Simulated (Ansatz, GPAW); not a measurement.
# BaCa2As2 (model structure): optical spectrum from first principles, part 2 of 2

Aim: the dielectric function of BaCa2As2 (model structure), and the optical constants that follow from it. The cell was made here by substitution or stacking, whether or not such a phase is known. It was built so: All Mg replaced by Ca in the P-3m1 structure of BaMg2As2. The cell is first relaxed with Ansatz.

GPAW 26.7.0; DFT, revPBE, plane-wave PAW (GPAW data sets), scalar-relativistic, RPA, optical limit.

So far: Starting point; Relaxation.

**3. Ground state**

The self-consistent density comes first; it also tells whether there is a gap, which decides the occupations and the need for a Drude term.

This step: DFT, revPBE, plane-wave PAW (GPAW data sets), scalar-relativistic, ground state (GPAW 26.7.0).

Contents of gs.py:

```python
from ase import Atoms
from ase.dft.bandgap import bandgap
from gpaw import GPAW, PW, FermiDirac

atoms = Atoms(['Ba', 'As', 'As', 'Ca', 'Ca'],
              cell=[[4.928249679585, 0.000000002943, 0.000000000000],
                    [-2.464124842342, 4.267989417241, 0.000000000000],
                    [0.000000000000, 0.000000000000, 8.122129870400]],
              scaled_positions=[[1.000000000000, 0.000000000000, 1.000000000000],
                                [0.333333333333, 0.666666666667, 0.256455765600],
                                [0.666666666667, 0.333333333333, 0.743544234400],
                                [0.333333333333, 0.666666666667, 0.637568382400],
                                [0.666666666667, 0.333333333333, 0.362431617600]],
              pbc=[True, True, True])
atoms.calc = GPAW(mode=PW(500), xc='revPBE', kpts={'size': (5, 5, 3), 'gamma': True},
                  occupations=FermiDirac(0.05), maxiter=150, txt='gs.txt')
print('energy (eV)', atoms.get_potential_energy())
print('Fermi level (eV)', atoms.calc.get_fermi_level())
print('valence electrons', atoms.calc.get_number_of_electrons())
print('gap (eV)', bandgap(atoms.calc, output=None)[0])
print('direct gap (eV)', bandgap(atoms.calc, direct=True, output=None)[0])
atoms.calc.write('gs.gpw')
```

Launch:

```console
> OMP_NUM_THREADS=1 python gs.py
```

Numbers of over 12 decimals in the logs are rounded to 6 here.

Log:

```text
__  _  _
 | _ |_)|_||  |
 |__||  | ||/\| - 26.7.0

Versions:
  Python: 3.12.14
  ASE:    3.29.0
  Numpy:  2.5.5
  Scipy:  1.18.1
  Libxc:  7.0.0

Input parameters:
  mode=PW(ecut=500.0),
  kpts=MonkhorstPack(size=(5, 5, 3), gamma=True),
  maxiter=150,
  occupations=Occupations(name='fermi-dirac', width=0.05, fixmagmom=False),
  xc=XC(name='revPBE')

Diagonalizing LCAO Hamiltonian
Converting LCAO to pw mode

                   Ba

         Ca   As

         As   Ca

Atoms  # Å, Bohr magnetons
|   | symbol |         x |        y |        z |    initial magnetic moments |
| 0 |     Ba |  4.928250 | 0.000000 | 8.122130 | ( 0.0000,  0.0000,  0.0000) |
| 1 |     As | -0.000000 | 2.845326 | 2.082967 | ( 0.0000,  0.0000,  0.0000) |
| 2 |     As |  2.464125 | 1.422663 | 6.039163 | ( 0.0000,  0.0000,  0.0000) |
| 3 |     Ca | -0.000000 | 2.845326 | 5.178413 | ( 0.0000,  0.0000,  0.0000) |
| 4 |     Ca |  2.464125 | 1.422663 | 2.943717 | ( 0.0000,  0.0000,  0.0000) |

Unit cell  # Å
| periodic |         x |        y |        z |  lengths |     angles |
|      yes |  4.928250 | 0.000000 | 0.000000 | 4.928250 |  90.000000 |
|      yes | -2.464125 | 4.267989 | 0.000000 | 4.928250 |  90.000000 |
|      yes |  0.000000 | 0.000000 | 8.122130 | 8.122130 | 120.000000 |

Number of symmetries: 12
Symmetry operations  # r_c * U_cc + t_c -> r_c
|    | kind |            matrix            |
|  0 |  σ   |  1, 1, 0,  0,-1, 0,  0, 0, 1 |
|  1 |  S6  |  1, 1, 0, -1, 0, 0,  0, 0,-1 |
|  2 |  E   |  1, 0, 0,  0, 1, 0,  0, 0, 1 |
|  3 |  C2  |  1, 0, 0, -1,-1, 0,  0, 0,-1 |
|  4 |  C2  |  0, 1, 0,  1, 0, 0,  0, 0,-1 |
|  5 |  C3  |  0, 1, 0, -1,-1, 0,  0, 0, 1 |
|  6 |  S6  |  0,-1, 0,  1, 1, 0,  0, 0,-1 |
|  7 |  σ   |  0,-1, 0, -1, 0, 0,  0, 0, 1 |
|  8 |  σ   | -1, 0, 0,  1, 1, 0,  0, 0, 1 |
|  9 |  i   | -1, 0, 0,  0,-1, 0,  0, 0,-1 |
| 10 |  C3  | -1,-1, 0,  1, 0, 0,  0, 0, 1 |
| 11 |  C2  | -1,-1, 0,  0, 1, 0,  0, 0,-1 |

BZ-sampling:
  Number of BZ points: 75
  Number of IBZ points: 12

  Monkhorst-Pack size: [5, 5, 3]
  Monkhorst-Pack shift: [0, 0, 0]

K-points  # in reciprocal-cell coordinates
|     |                                coordinates |     weight |
|   0 | (  0.00000000,   0.00000000,   0.00000000) | 0.01333333 |
|   1 | (  0.00000000,   0.00000000,   0.33333333) | 0.02666667 |
|   2 | (  0.20000000,   0.00000000,  -0.33333333) | 0.08000000 |
|   3 | (  0.20000000,   0.00000000,   0.00000000) | 0.08000000 |
|   4 | (  0.20000000,   0.00000000,   0.33333333) | 0.08000000 |
|   5 | (  0.40000000,  -0.20000000,   0.00000000) | 0.08000000 |
|   6 | (  0.40000000,  -0.20000000,   0.33333333) | 0.16000000 |
|   7 | (  0.40000000,   0.00000000,  -0.33333333) | 0.08000000 |
|   8 | (  0.40000000,   0.00000000,   0.00000000) | 0.08000000 |
|   9 | (  0.40000000,   0.00000000,   0.33333333) | 0.08000000 |
| ... |                                            |            |
|  11 | (  0.40000000,   0.40000000,   0.33333333) | 0.16000000 |

Plane wave coefficients: 4359
Cutoff: 500.0 eV

Spin-components: 1 (collinear spins)
Bands:           23
Projectors:      26
Spin-degeneracy: 2
Datatype:        complex128

Parallelization:
  kpt:    1
  domain: 1
  band:   1

Density:
  Valence electrons: 40.0
  Components: 1
  Grid points: [27 27 42]
  Charge: 0.0  # |e|

Potential:
  Grid points: [27 27 42]

species:
  Ba:
    name:    Barium
    id:
    Z:       56.0
    valence: 10
    core:    46
    charge:  0.0  # [|e|]
    compensation charges:
      type: gauss
      rc: 0.37  # [Å]
      lmax: 2
    cutoffs:
      filter: 2.06  # [Å]
      core: 2.33  # [Å]
    projectors
    | kind |    occ | energy [eV] | rcut [Å] |
    |   5s |  2.000 |     -33.650 |    1.164 |
    |   6s |  2.000 |      -3.191 |    1.164 |
    |   5p |  6.000 |     -18.758 |    1.164 |
    |    p |        |       0.000 |    1.164 |
    |    d |        |       0.000 |    1.164 |
    |    d |        |      27.211 |    1.164 |

    Using partial waves for Ba as LCAO basis

  As:
    name:    Arsenic
    id:
    Z:       33.0
    valence: 5
    core:    28
    charge:  0.0  # [|e|]
    compensation charges:
      type: gauss
      rc: 0.33  # [Å]
      lmax: 2
    cutoffs:
      filter: 1.87  # [Å]
      core: 2.96  # [Å]
    projectors
    | kind |    occ | energy [eV] | rcut [Å] |
    |   4s |  2.000 |     -14.425 |    1.058 |
    |   4p |  3.000 |      -5.155 |    1.058 |
    |    s |        |      12.786 |    1.058 |
    |    p |        |      22.056 |    1.058 |
    |    d |        |       0.000 |    1.058 |

    Using partial waves for As as LCAO basis

  Ca:
    name:    Calcium
    id:
    Z:       20.0
    valence: 10
    core:    10
    charge:  0.0  # [|e|]
    compensation charges:
      type: gauss
      rc: 0.37  # [Å]
      lmax: 2
    cutoffs:
      filter: 2.10  # [Å]
      core: 1.17  # [Å]
    projectors
    | kind |    occ | energy [eV] | rcut [Å] |
    |   3s |  2.000 |     -47.158 |    1.175 |
    |   4s |  2.000 |      -3.737 |    1.175 |
    |   3p |  6.000 |     -28.037 |    1.154 |
    |    p |        |      -0.826 |    1.154 |
    |    d |        |       0.000 |    0.937 |

    Using partial waves for Ca as LCAO basis

Reference energy: -381328.132371  # eV

eigensolver:
  PPCG
  Converge bands: occupied
  niter=2

density mixing:
  MSR1-Mixer
  Pratt-step length: 0.05
  Maximum mixing coefficient: 0.75
  Old densities: 10
  SVD Regularization: 0.005
  Good broyden scale: 1.0
  Trust region scale: 1.0
  Backstep threshold: 4.0
  History deletion threshold: 6.0
  Fourier metric: weight=20.0, sigma=0.015

occupation numbers:
  Fermi-Dirac:
    width: 0.0500  # eV

poisson solver:
  ecut: 4000.0  # eV

xc functional:
  name: revPBE with 2 nearest neighbor stencil

convergence criteria:
- Maximum [total energy] change in last 3 cyles: 0.0005 eV / valence electron
- Maximum integral of absolute [dens]ity change: 0.0001 electrons / valence electron
- Maximum integral of absolute [eigenst]ate change: 4e-08 eV^2 / valence electron
maximum number of iterations: 150

SCF iterations
|iter     |      energy | eigst |  dens |
|iter:   1||  -20.548655 | +0.08 |       |
|iter:   2||  -20.557977 | -1.19 | -1.04 |
|iter:   3||  -20.120831 | -1.09 | -1.08 |
|iter:   4||  -19.973878 | -2.06 | -1.43 |
|iter:   5||  -19.994493 | -2.71 | -1.71 |
|iter:   6||  -19.989360 | -3.02 | -2.12 |
|iter:   7||  -19.989879c| -4.09 | -2.49 |
|iter:   8||  -19.989927c| -5.11 | -3.20 |
|iter:   9||  -19.989942c| -6.04 | -3.56 |
|iter:  10||  -19.989944c| -6.74 | -4.04c|
|iter:  11||  -19.989944c| -7.57c| -4.61c|

Converged in 11 steps
SCF loop duration: 27.400 s (2.491 s/step)
Energy contributions relative to reference atoms: (reference = -381328.132371)

Energy contributions:
  Kinetic:          22.755525
  Coulomb:         -15.805421
  Zero:             -1.170850
  External:          0.000000
  Xc:              -25.769197
  Entropy:          -0.000000
  Spinorbit:         0.000000
  ----------------------------
  Free energy:     -19.989944
  Extrapolated:    -19.989944

dipole moment: (-14.913457, -25.830865, -49.157019)  # |e|*Ang

Fermi level: 4.706
Eigenvalues  # (at kpt = [0.000, 0.000, 0.000])
| band index |      eig [eV] | occ [0-2] |
|          0 |       -36.400 |     2.000 |
|        ... |               |           |
|         12 |        -4.856 |     2.000 |
|         13 |        -4.391 |     2.000 |
|         14 |         2.150 |     2.000 |
|         15 |         3.422 |     2.000 |
|         16 |         3.422 |     2.000 |
|         17 |         3.724 |     2.000 |
|         18 |         3.724 |     2.000 |
|         19 |         3.919 |     2.000 |
|         20 |         5.758 |     0.000 |
|         21 |         6.474 |     0.000 |
|         22 |         7.009 |     0.000 |

Gap: 1.582 eV
Transition (v -> c):
  (s=0, k=0, n=19, [0.00, 0.00, 0.00]) -> (s=0, k=8, n=20, [0.40, 0.00, 0.00])
Direct/indirect transitions are different
Direct gap: 1.707 eV
Transition at: (s=0, k=8, n=19, [0.40, 0.00, 0.00])

--- standard output ---
energy (eV) -19.989944
Fermi level (eV) 4.705826
valence electrons 40.0
gap (eV) 1.581880
direct gap (eV) 1.706836
```

The job ended after 31 s (1 thread of Intel Xeon Platinum 8259CL at 2.50GHz (Skylake/Cascade Lake), shared host; peak memory 0.21 GiB).

This step gave:

- energy: -19.99 eV
- Fermi energy: 4.706 eV
- gap on the k-mesh: 1.582 eV
- direct gap on the mesh: 1.707 eV
- electrons: 40

There is a gap, 1.58 eV on this mesh (points off the mesh can give less), so no carriers' term is needed.

**4. Bands for the response**

The response needs many more empty bands than the density does.

This step: DFT, revPBE, plane-wave PAW (GPAW data sets), scalar-relativistic, bands at fixed density (GPAW 26.7.0).

Contents of nscf.py:

```python
from ase.dft.bandgap import bandgap
from gpaw import GPAW, FermiDirac

calc = GPAW('gs.gpw').fixed_density(kpts={'size': (6, 6, 6), 'gamma': True}, nbands=81, convergence={'bands': 75},
                                    occupations=FermiDirac(0.001), txt='nscf.txt')
print('gap (eV)', bandgap(calc, output=None)[0])
print('direct gap (eV)', bandgap(calc, direct=True, output=None)[0])
print('top band over the Fermi level (eV)', min(calc.get_eigenvalues(kpt=k)[74] for k in range(len(calc.get_ibz_k_points()))) - calc.get_fermi_level())
calc.write('full.gpw', mode='all')
```

Launch:

```console
> OMP_NUM_THREADS=1 python nscf.py
```

Log:

```text
Diagonalizing LCAO Hamiltonian
Converting LCAO to pw mode
convergence criteria:
- Maximum integral of absolute [eigenst]ate change: 4e-08 eV^2 / valence electron
maximum number of iterations: 150

SCF iterations
|iter     |      energy | eigst |  dens |
|iter:   1||             | +3.63 |       |
|iter:   2||             | +2.37 |       |
|iter:   3||             | +1.34 |       |
|iter:   4||             | +0.40 |       |
|iter:   5||             | -0.33 |       |
|iter:   6||             | -0.97 |       |
|iter:   7||             | -1.65 |       |
|iter:   8||             | -2.21 |       |
|iter:   9||             | -2.89 |       |
|iter:  10||             | -3.47 |       |
|iter:  11||             | -4.18 |       |
|iter:  12||             | -4.78 |       |
|iter:  13||             | -5.47 |       |
|iter:  14||             | -6.06 |       |
|iter:  15||             | -6.72 |       |
|iter:  16||             | -7.12 |       |
|iter:  17||             | -7.54c|       |
SCF steps: 17
  __  _  _
 | _ |_)|_||  |
 |__||  | ||/\| - 26.7.0

Versions:
  Python: 3.12.14
  ASE:    3.29.0
  Numpy:  2.5.5
  Scipy:  1.18.1
  Libxc:  7.0.0

Input parameters:
  mode=PW(ecut=500.0),
  convergence={'bands': 75},
  gpts=array([27, 27, 42]),
  kpts=MonkhorstPack(size=(6, 6, 6), gamma=True),
  maxiter=150,
  nbands=81,
  occupations=Occupations(name='fermi-dirac', width=0.001, fixmagmom=False),
  parallel={},
  xc=XC(name='revPBE')

--- standard output ---
gap (eV) 1.476763
direct gap (eV) 1.582827
top band over the Fermi level (eV) 19.624939
```

The job ended after 6.2 min (1 thread; peak memory 0.44 GiB).

Read-outs, printed or worked out from the files:

```
gap on the k-mesh      : 1.477 eV
direct gap on the mesh : 1.583 eV
```

**5. Dielectric function, RPA**

Local fields let the induced charge screen the field inside the cell, which as a rule lowers ε, most along directions where the density is uneven.

This step: DFT, revPBE, plane-wave PAW (GPAW data sets), scalar-relativistic, RPA, optical limit (GPAW 26.7.0).

Contents of df.py:

```python
from gpaw.response.df import DielectricFunction

df = DielectricFunction('full.gpw', frequencies={'type': 'nonlinear', 'domega0': 0.03, 'omega2': 8},
                        ecut=30,
                        eta=0.1,
                        nbands=75,
                        txt='df.txt')
for direction in ['x', 'z']:
    df.get_dielectric_function(xc='RPA', direction=direction, filename=f'df_{direction}.csv')
```

Launch:

```console
> OMP_NUM_THREADS=1 python df.py
```

Log:

```text
Using integrator: PointIntegrator
NonLinearFrequencyDescriptor(from 0.000 to 62.602 eV, 493 points)
Nonperiodic BCs:  [False False False]
Using integrator: PointIntegrator
NonLinearFrequencyDescriptor(from 0.000 to 62.602 eV, 493 points)
Nonperiodic BCs:  [False False False]

Calculating chi0 body with:
    Ground state adapter containing:
    Number of spins: 1
    Number of kpoints: 216
    Number of irreducible kpoints: 34
    Number of completely occupied states: 20
    Number of partially occupied states: 20

    Linear response parametrization:
    q_c: [0.0, 0.0, 0.0]
    Number of frequency points: 493
    Planewave cutoff: 30.0
    Number of bands: 75
    Number of planewaves: 67
    Broadening (eta): 0.1

Integrating chi0 body.

Symmetries of q_c:
    Direct symmetries (Uq -> q): 12
    Indirect symmetries (TUq -> q): 0
In total 12 allowed symmetries.

34 groups of equivalent kpoints. 84.259259% reduction.

Integral kind: spectral function

Calculating chi0 optical extensions with:
    Ground state adapter containing:
    Number of spins: 1
    Number of kpoints: 216
    Number of irreducible kpoints: 34
    Number of completely occupied states: 20
    Number of partially occupied states: 20

    Linear response parametrization:
    Number of frequency points: 493
    Planewave cutoff: 30.0
    Number of bands: 75
    Number of planewaves: 67
    Broadening (eta): 0.1
Integrating chi0 head and wings.

Symmetries of q_c:
    Direct symmetries (Uq -> q): 12
    Indirect symmetries (TUq -> q): 0
In total 12 allowed symmetries.

34 groups of equivalent kpoints. 84.259259% reduction.

Integral kind: spectral function wings
```

Elapsed: 67 s, on 1 thread; peak memory 0.4 GiB.

Read-outs, printed or worked out from the files:

```
electronic dielectric constant ε∞, mean over x, y and z (by symmetry where fewer were run) : 6.614
centre of weight of the strongest loss peak in the window                                  : 11.25 eV
```

The Im ε has structure finer than the step of the table below, so its rows give means over 0.5 eV, whole bins alone (the curve runs from 0 to 19.6 eV). Peaks (eV: height): E ∥ x 3.30: 6.19, 5.42: 7.88; E ∥ z 3.26: 9.06, 3.72: 8.51.

Sum at mesh points, not converged in k; values under the direct gap are tails of Lorentzian lines. Im ε against photon energy; means over each step:

```csv
photon energy (eV),E ∥ x,E ∥ z
0.5,0.0568,0.0506
1.0,0.168,0.128
1.5,1.10,0.412
2.0,2.97,1.99
2.5,4.16,5.86
3.0,5.46,8.27
3.5,5.99,7.86
4.0,6.93,7.76
4.5,6.80,6.62
5.0,6.66,5.51
5.5,7.61,4.73
6.0,5.30,4.05
6.5,3.50,2.98
7.0,2.11,1.95
7.5,1.65,1.82
8.0,1.20,1.61
8.5,1.41,1.92
9.0,1.37,1.43
9.5,1.37,1.39
10.0,0.970,1.09
10.5,0.689,0.710
11.0,0.617,0.635
11.5,0.546,0.668
12.0,0.584,0.754
12.5,0.565,0.588
13.0,0.550,0.513
13.5,0.533,0.419
14.0,0.527,0.473
14.5,0.603,0.554
15.0,0.647,0.579
15.5,0.581,0.546
16.0,0.500,0.451
16.5,0.432,0.422
17.0,0.372,0.426
17.5,0.374,0.356
18.0,0.444,0.335
18.5,0.459,0.419
19.0,0.524,0.407
```

The reflectivity at normal incidence has structure finer than the step of the table below, so its rows give means over 1 eV, whole bins alone (the curve runs from 0 to 19.6 eV). Peaks (eV: height): E ∥ x 5.9: 47.7, 7.0: 49.9, 7.7: 38.5, 10.0: 27.7; E ∥ z 3.3: 34.6, 4.2: 35.2, 5.9: 39.5, 6.5: 38.7, 7.0: 37.8, 8.7: 27.5, 10.0: 26.1.

Sum at mesh points, not converged in k. The reflectivity at normal incidence by photon energy; means over each step:

```csv
photon energy (eV),E ∥ x (%),E ∥ z (%)
1,21.2,21.2
2,25.0,27.3
3,26.8,33.1
4,29.4,32.9
5,31.5,32.6
6,43.0,34.5
7,42.6,31.2
8,27.8,19.8
9,19.7,22.1
10,24.0,23.5
11,13.3,12.4
12,6.35,8.61
13,4.40,6.12
14,3.08,2.78
15,3.94,3.35
16,3.54,3.05
17,1.95,2.15
18,1.52,1.23
19,1.95,1.34
```

The Im ε, E ∥ x has structure finer than the step of the table below, so its rows give means over 0.5 eV, whole bins alone (the curve runs from 0 to 19.6 eV). Peaks (eV: height): without local fields 3.26: 8.73, 3.72: 9.69; with local fields 3.30: 6.19, 5.42: 7.88.

Sum at mesh points, not converged in k; values under the direct gap are tails of Lorentzian lines. The Im ε, E ∥ x by photon energy; means over each step:

```csv
photon energy (eV),without local fields,with local fields
0.5,0.0789,0.0568
1.0,0.235,0.168
1.5,1.53,1.10
2.0,4.28,2.97
2.5,6.47,4.16
3.0,7.83,5.46
3.5,8.20,5.99
4.0,9.02,6.93
4.5,8.25,6.80
5.0,7.61,6.66
5.5,7.26,7.61
6.0,4.54,5.30
6.5,3.23,3.50
7.0,1.95,2.11
7.5,1.63,1.65
8.0,1.33,1.20
8.5,1.63,1.41
9.0,1.57,1.37
9.5,1.38,1.37
10.0,0.856,0.970
10.5,0.690,0.689
11.0,0.679,0.617
11.5,0.612,0.546
12.0,0.593,0.584
12.5,0.477,0.565
13.0,0.431,0.550
13.5,0.400,0.533
14.0,0.516,0.527
14.5,0.809,0.603
15.0,0.834,0.647
15.5,0.587,0.581
16.0,0.529,0.500
16.5,0.711,0.432
17.0,0.916,0.372
17.5,1.34,0.374
18.0,1.13,0.444
18.5,0.707,0.459
19.0,0.480,0.524
```

The loss function −Im 1/ε at q → 0 has structure finer than the step of the table below, so its rows give means over 1 eV, whole bins alone (the curve runs from 0 to 19.6 eV). Peaks (eV: height): E ∥ x 10.7: 1.63, 15.5: 0.921; E ∥ z 8.0: 0.674, 10.7: 1.65, 12.6: 1.36, 15.7: 0.870.

Sum at mesh points, not converged in k; values under the direct gap are tails of Lorentzian lines. Loss function −Im 1/ε at q → 0 against energy loss; means over each step:

```csv
energy loss (eV),E ∥ x,E ∥ z
1,0.00391,0.00256
2,0.0368,0.0194
3,0.0748,0.0741
4,0.104,0.119
5,0.133,0.184
6,0.165,0.233
7,0.313,0.442
8,0.653,0.566
9,0.711,0.638
10,1.00,0.925
11,1.50,1.40
12,1.13,1.14
13,0.917,1.16
14,0.730,0.715
15,0.771,0.753
16,0.827,0.765
17,0.606,0.638
18,0.498,0.459
19,0.541,0.471
```

Optical constants at common wavelengths, from n + ik = √ε:

```csv
wavelength (nm),n x,k x,R (%) x,1/α x,n z,k z,R (%) z,1/α z
1550,2.63,0.020,20.2,6.2 µm,2.65,0.017,20.4,7.4 µm
1064,2.74,0.042,21.6,2.0 µm,2.73,0.030,21.6,2.8 µm
532,2.91,0.539,25.2,79 nm,3.32,0.534,30.0,79 nm
450,2.85,0.916,27.2,39 nm,3.13,1.351,33.7,27 nm
405,2.73,0.994,26.7,32 nm,2.97,1.447,33.5,22 nm
365,2.52,1.095,25.8,27 nm,2.43,1.643,32.8,18 nm
308,2.48,1.446,30.1,17 nm,2.36,1.687,33.2,15 nm
```

Below the direct gap, k and the depth come from the tails of the Lorentzian lines, not from transitions.

Rows near the edge hang on the gap, which this functional as a rule makes too small, and phonon-assisted absorption is left out.

**6. Summary of results**

* electronic dielectric constant ε∞, mean over x, y and z (by symmetry where fewer were run) (RPA): 6.61
* centre of weight of the strongest loss peak in the window, first axis: 11.2 eV

**Reading.** At this level (revPBE, RPA) BaCa2As2 has a mean ε∞ = 6.61 and n = 2.63 at 1550 nm (E ∥ x). The cell shrank by 1.7 % in volume. On the mesh the gap is 1.48 eV and the least direct gap 1.58 eV, so on this mesh the band edges lie at different points. Local fields change the static value along x from 7.96 to 6.57 (-17 %). The static values by axis are 6.57 (x), 6.70 (z). Excitons and phonon-assisted transitions are missing; revPBE gaps are as a rule too small, which pulls the onset down and ε∞ up. Spin-orbit coupling is left out although heavy atoms are present. The curves end at 20 eV, about where the summed bands run out. The sum runs over mesh points 0.25 Å⁻¹ apart with no interpolation, so peaks are partly noise of the mesh and static values carry its error.

[Machine, clock and banner lines and Python warnings are left out of the logs.]

[Logs are printed without paths, hosts, clocks, repeated set-up lines and the standing remarks that a program may print on its own settings, such as how far it seeks lower states.]

[Hosts, paths, dates, database ids (printed as entryN), source tags and the programs' standing remarks are cut or masked in the printed files.]
